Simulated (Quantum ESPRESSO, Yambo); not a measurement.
# A GW chain in Yambo: WSe2 (P6_3/mmc), part 2 of 3

Wanted: ground state, empty states, screening and self-energy for WSe2 (P6_3/mmc).

Quantum ESPRESSO 7.5 and Yambo 5.3.0; PBE and many-body steps on it, plane waves. Known limits of the many-body steps: not at the basis limit; no spin-orbit coupling; coarse k mesh.

So far. Step 2 (Ground state): The gap is indirect, with the least direct gap 0.54 eV higher. Step 3 (Bands along the symmetry lines): The gap is 0.979 eV, as in the run before at this level.

The database entry behind the starting cell differs from later determinations by our own check (a about 0.2 % long), so it need not match the best structure at ambient conditions.

**4. Empty states on the mesh, 6×6×1 mesh, 241 bands**

Level of this step: DFT, PBE, plane waves, norm-conserving pseudopotentials (Quantum ESPRESSO).

The sums over transitions need many empty states on a uniform mesh; this step solves for them.

pw.in

```
&control
  calculation = 'nscf'
  prefix = 'x'
  outdir = 'o'
  pseudo_dir = 'pseudo'
/
&system
  ibrav = 0
  nat = 6
  ntyp = 2
  ecutwfc = 104.0
  nbnd = 241
  force_symmorphic = .true.
/
&electrons
  conv_thr = 1e-9
  electron_maxstep = 80
  diago_full_acc = .true.
  diago_thr_init = 5e-6
/
ATOMIC_SPECIES
  W 183.84 W.upf
  Se 78.971 Se.upf
CELL_PARAMETERS angstrom
  3.2900000000 -0.0000000000 0.0000000000
  -1.6450000000 2.8492235785 0.0000000000
  0.0000000000 0.0000000000 12.9700000000
ATOMIC_POSITIONS crystal
  W 0.3333333333 0.6666666667 0.2500000000
  W 0.6666666667 0.3333333333 0.7500000000
  Se 0.3333333333 0.6666666667 0.6210000000
  Se 0.6666666667 0.3333333333 0.1210000000
  Se 0.3333333333 0.6666666667 0.8790000000
  Se 0.6666666667 0.3333333333 0.3790000000
K_POINTS automatic
  6 6 1 0 0 0
```

Started as:

```console
OMP_NUM_THREADS=1 mpirun -n 8 pw.x -nk 4 -in pw.in > pw.out
```

What it wrote:

```text
[banner, memory and clock lines left out]
Program PWSCF v.7.5 starts

     Atomic positions and unit cell read from directory:
     o/x.save/

     Message from routine setup:
     using ibrav=0 with symmetry is DISCOURAGED, use correct ibrav instead

     bravais-lattice index     =            0
     lattice parameter (alat)  =       6.2172  a.u.
     unit-cell volume          =     820.4630 (a.u.)^3
     number of atoms/cell      =            6
     number of atomic types    =            2
     number of electrons       =       124.00
     number of Kohn-Sham states=          241
     kinetic-energy cutoff     =     104.0000  Ry
     charge density cutoff     =     416.0000  Ry
     Exchange-correlation= PBE
                           (   1   4   3   4   0   0   0)

     celldm(1)=   6.217199  celldm(2)=   0.000000  celldm(3)=   0.000000
     celldm(4)=   0.000000  celldm(5)=   0.000000  celldm(6)=   0.000000

     crystal axes: (cart. coord. in units of alat)
               a(1) = (   1.000000  -0.000000   0.000000 )
               a(2) = (  -0.500000   0.866025   0.000000 )
               a(3) = (   0.000000   0.000000   3.942249 )

     reciprocal axes: (cart. coord. in units 2 pi/alat)
               b(1) = (  1.000000  0.577350 -0.000000 )
               b(2) = (  0.000000  1.154701 -0.000000 )
               b(3) = ( -0.000000 -0.000000  0.253662 )
     Pseudo is Norm-conserving + core correction, Zval = 14.0
     Generated using ONCVPSP code by D. R. Hamann
     Using radial grid of 1396 points,  8 beta functions with:
     Pseudo is Norm-conserving + core correction, Zval = 24.0
     Generated using ONCVPSP code by D. R. Hamann
     Using radial grid of 1214 points,  6 beta functions with:
     W                14.00   183.84000     W ( 1.00)
     Se               24.00    78.97100     Se( 1.00)

     12 Sym. Ops., with inversion, found

   Cartesian axes

     site n.     atom                  positions (alat units)
         1        W      tau(   1) = (  -0.0000000   0.5773503   0.9855623  )
         2        W      tau(   2) = (   0.5000000   0.2886751   2.9566869  )
         3        Se     tau(   3) = (  -0.0000000   0.5773503   2.4481368  )
         4        Se     tau(   4) = (   0.5000000   0.2886751   0.4770122  )
         5        Se     tau(   5) = (  -0.0000000   0.5773503   3.4652371  )
         6        Se     tau(   6) = (   0.5000000   0.2886751   1.4941125  )

     number of k points=     7
                       cart. coord. in units 2pi/alat
        k(    1) = (   0.0000000   0.0000000   0.0000000), wk =   0.0555556
        k(    2) = (   0.0000000   0.1924501   0.0000000), wk =   0.3333333
        k(    3) = (   0.0000000   0.3849002   0.0000000), wk =   0.3333333
        k(    4) = (   0.0000000  -0.5773503   0.0000000), wk =   0.1666667
        k(    5) = (   0.1666667   0.2886751   0.0000000), wk =   0.3333333
        k(    6) = (   0.1666667   0.4811252   0.0000000), wk =   0.6666667
        k(    7) = (   0.3333333   0.5773503   0.0000000), wk =   0.1111111

     Dense  grid:   117381 G-vectors     FFT dimensions: (  45,  45, 160)

     The potential is recalculated from file :
     o/x.save/charge-density

     Starting wfcs are   72 randomized atomic wfcs +  169 random wfcs

     Band Structure Calculation

     End of band structure calculation

          k = 0.0000 0.0000 0.0000 ( 14617 PWs)   bands (ev):

  -194.2348-194.2348-194.2347-194.2347-133.7323-133.7323-133.7323-133.7323
  -133.7323-133.7323-133.7323-133.7323-133.6925-133.6925-133.6925-133.6925
   -60.3698 -60.3698 -33.9278 -33.9278 -33.9278 -33.9278 -33.9273 -33.9273
   -33.9272 -33.9272 -33.8942 -33.8942 -33.8939 -33.8939 -33.8930 -33.8930
   -33.8927 -33.8927 -33.8815 -33.8812 -33.8794 -33.8791 -24.6151 -24.6150
[...]
[... 19 further rows ...]
[...]
76.9823

          k = 0.0000 0.1925 0.0000 ( 14661 PWs)   bands (ev):

  -194.2348-194.2348-194.2347-194.2347-133.7324-133.7324-133.7324-133.7323
  -133.7323-133.7323-133.7323-133.7323-133.6925-133.6925-133.6925-133.6925
[...]
[... 19 further rows ...]
[...]
77.9796

          k = 0.0000 0.3849 0.0000 ( 14682 PWs)   bands (ev):

  -194.2348-194.2348-194.2347-194.2347-133.7324-133.7324-133.7324-133.7324
  -133.7323-133.7323-133.7323-133.7323-133.6925-133.6925-133.6925-133.6925
[...]
21.0128  21.0197  21.3523  22.7939  23.5162  23.7699  24.7507  24.8814
     [... 19 further rows ...]
    76.6889  76.7694  77.5020  77.6131  77.8830  77.9195  78.5205  79.0227
    79.0794

          k = 0.0000-0.5774 0.0000 ( 14684 PWs)   bands (ev):

     [... further k-points ...]

     highest occupied, lowest unoccupied level (ev):    13.9730   14.9521

     XML data file, pseudopotentials, collected wavefunctions
```

It took 64 s on 8 MPI ranks of Arm Neoverse V1, shared host; peak memory 1.7 GiB; 8.6 min of CPU time.

This step gave:

```yaml
gap: 0.9791 eV
k_of_the_valence_top: 0, 0, 0
k_of_the_conduction_bottom: 0.1667, 0.1667, 0
least_direct_gap: 1.524 eV
k_points_computed: 7
lowest_point_of_the_top_converged_band_above_the_valence_top: 63.0093 eV
```

On this mesh the gap is 0.979 eV.

**5. Conversion and set-up**

This step: Yambo 5.3.0; conversion and set-up on PBE, plane waves, norm-conserving pseudopotentials.

The states are converted to the many-body program's format and the q mesh is built.

Started as:

```console
(cd o/x.save; p2y > p2y.log; mv SAVE ../..); yambo > setup.log
```

What it wrote:

```text
 Yambo, version 5.3.0

 [02] CORE Variables Setup
 =========================

  [02.01] Unit cells
  ==================

  Cell kind             :  HCP
  Atoms in the cell     :  W  Se
  number of W  atoms    :  2
  number of Se atoms    :   4

  List of atomic masses
  Mass of W     :  183.8400
  Mass of Se    :  78.97100

  List of atomic coordinates    : [cc]
  W1       : -0.31086E-09   3.5895       6.1274      order 1
  W2       :   3.10860   1.79475  18.38231  order 2
  Se1       : -0.31086E-09   3.5895       15.221      order 3
  Se2       :  3.108599  1.794751  2.965679  order 4
  Se3       : -0.31086E-09   3.5895       21.544      order 5
  Se4       :  3.108599  1.794751  9.289194  order 6

  Alat factors          :   6.21720   5.38425  24.50975 [a.u.]
  Direct lattice volume :  820.4630 [a.u.]
  Direct lattice vectors:  A[ 1 ]  A[ 2 ]  A[ 3 ]
   A[ 1 ]:  1.000000 -0.000000  0.000000  [iru]
   6.217199 -0.000000  0.000000  [cc]
   A[ 2 ]: -0.500000  1.000000  0.000000  [iru]
  -3.108599  5.384252  0.000000  [cc]
   A[ 3 ]:  0.000000  0.000000  1.000000  [iru]
    0.00000   0.00000  24.50975  [cc]

  Recip. lattice volume :  0.302330 [a.u.]
  Recip. lattice vectors:  B[ 1 ]  B[ 2 ]  B[ 3 ]
   B[ 1 ]:  1.000000  0.500000  0.000000  [iku]
   1.010614  0.583478 -0.000000  [cc]
   B[ 2 ]:  0.000000  1.000000  0.000000  [iku]
   0.000000  1.166956 -0.000000  [cc]
   B[ 3 ]:  0.000000  0.000000  1.000000  [iku]
  -0.000000 -0.000000  0.256355  [cc]

  [02.02] Symmetries
  ==================

  Inversion symmetry    : yes
  Spatial inversion     : yes
  Inversion index       :   7
  K-space Time-reversal : no
  Magnetic symmetries   : no
  Group table correct   : yes
  Symmetries units      :  [cc]

   [S  1]:   1.0000       0.0000       0.0000     -0.63093E-17   1.0000       0.0000       0.0000       0.0000       1.0000
   [S  2]:   1.0000       0.0000       0.0000     -0.63093E-17  -1.0000       0.0000       0.0000       0.0000      -1.0000
   [S  3]: -0.500000  0.866025  0.000000 -0.866025 -0.500000  0.000000  0.000000  0.000000  1.000000
[...]
[S 11]:  0.500000  0.866025  0.000000  0.866025 -0.500000  0.000000  0.000000  0.000000  1.000000
   [S 12]:  0.500000 -0.866025  0.000000 -0.866025 -0.500000  0.000000  0.000000  0.000000  1.000000

  [02.03] Reciprocal space
  ========================

  nG shells         :   5327
  nG charge         :  117381
  nG WFs            :  17579
  nC WFs            :  14732
  G-vecs. in first 80 shells:  [ Number ]
     1    3    5    7    9   15   27   39   41
    53   55   67   79   81   93   99  111  113
   125  137  149  161  163  169  181  193  205
[...]
799   811   823   835   859   871   877   889
  ...
  Shell energy in first 80 shells:  [ mHa ]
[...]
WF components:  14661
  K [3]          [rlu]:  0.000000  0.333333  0.000000
         WF components:  14682
  K [4]          [rlu]:  0.000000 -0.500000  0.000000
         WF components:  14684
  K [5]          [rlu]:  0.166667  0.166667  0.000000
         WF components:  14658
  K [6]          [rlu]:  0.166667  0.333333  0.000000
         WF components:  14732
  K [7]          [rlu]:  0.333333  0.333333  0.000000
         WF components:  14730

  [02.05] Energies & Occupations
  ==============================

  [X] === General ===
  [X] Electronic Temperature                        :  0.000000  0.000000 [eV K]
  [X] Bosonic    Temperature                        :  0.000000  0.000000 [eV K]
  [X] Finite Temperature mode                       : no
  [X] El. density                                   :  0.10199E+25 [cm-3]
  [X] Fermi Level                                   :  13.97297 [eV]

  [X] === Gaps and Widths ===
  [X] Conduction Band Min                           :  0.979082 [eV]
  [X] Valence Band Max                              :  0.000000 [eV]
  [X] Filled Bands                                  :   62
  [X] Empty Bands                                   :   63  241
  [X] Direct Gap                                    :  1.523861 [eV]
  [X] Direct Gap localized at k                     :   7
  [X] Indirect Gap                                  :  0.979082 [eV]
  [X] Indirect Gap between kpts                     :   1   5
  [X] Last valence band width                       :  1.440995 [eV]
  [X] 1st conduction band width                     :  1.661850 [eV]

  E @ K [1]:  [eV]
  -208.2077 -208.2077 -208.2077 -208.2077 -147.7053 -147.7053 -147.7053 -147.7053
[...]
[... 4 further rows ...]
[...]
occ @ K [1]
[...]
[... 4 further rows ...]
[...]
E @ K [2]:  [eV]
[...]
[... 4 further rows ...]
[...]
occ @ K [2]
[...]
E @ K [3]:  [eV]
[...]
occ @ K [3]
[...]
E @ K [4]:  [eV]
[...]
occ @ K [4]
[...]
E @ K [5]:  [eV]
[...]
occ @ K [5]
[...]
E @ K [6]:  [eV]
[...]
occ @ K [6]
[...]
E @ K [7]:  [eV]
[...]
[... 4 further rows ...]
[...]
occ @ K [7]
[...]
[... 4 further rows ...]
   0.000000  0.000000  0.000000  0.000000  0.000000  0.000000  0.000000  0.000000
   0.000000  0.000000  0.000000  0.000000  0.000000  0.000000  0.000000  0.000000

 [03] Transferred momenta grid and indexing
 ==========================================

 IBZ Q-points                                      :   7
 BZ  Q-points                                      :   36

 K/Q-points units:
 rlu = crystal or reduced units; cc = cartesian coordinates; iku = interal k-units

 Q [1]          [rlu]:  0.000000  0.000000  0.000000
 Q [2]          [rlu]: -0.12142E-17  0.16667       0.0000
 Q [3]          [rlu]: -0.24284E-17  0.33333       0.0000
 Q [4]          [rlu]:  0.36427E-17 -0.50000       0.0000
 Q [5]          [rlu]:  0.166667  0.166667  0.000000
 Q [6]          [rlu]:  0.166667  0.333333  0.000000
 Q [7]          [rlu]:  0.333333  0.333333  0.000000

  [03.01] X indexes
  =================

   [03.01.01] Sigma indexes
   ========================

 [06] Game Over & Game summary
```

The job ended after 4.1 s (1 MPI rank; peak memory 0.26 GiB).

(Part 2 of 3 ends here.)

[Paths, hosts, dates, memory and timing lines, banners, echoed tables and standing remarks are left out of the program output.]

[Logs are printed without paths, hosts, clocks, repeated set-up lines and the standing remarks that a program may print on its own settings, such as how far it seeks lower states.]

[Runs of the session that timed out or met a known fault of the program may be left out.]

[Hosts, paths, dates, database ids (printed as entryN), source tags and the programs' standing remarks are cut or masked in the printed files.]
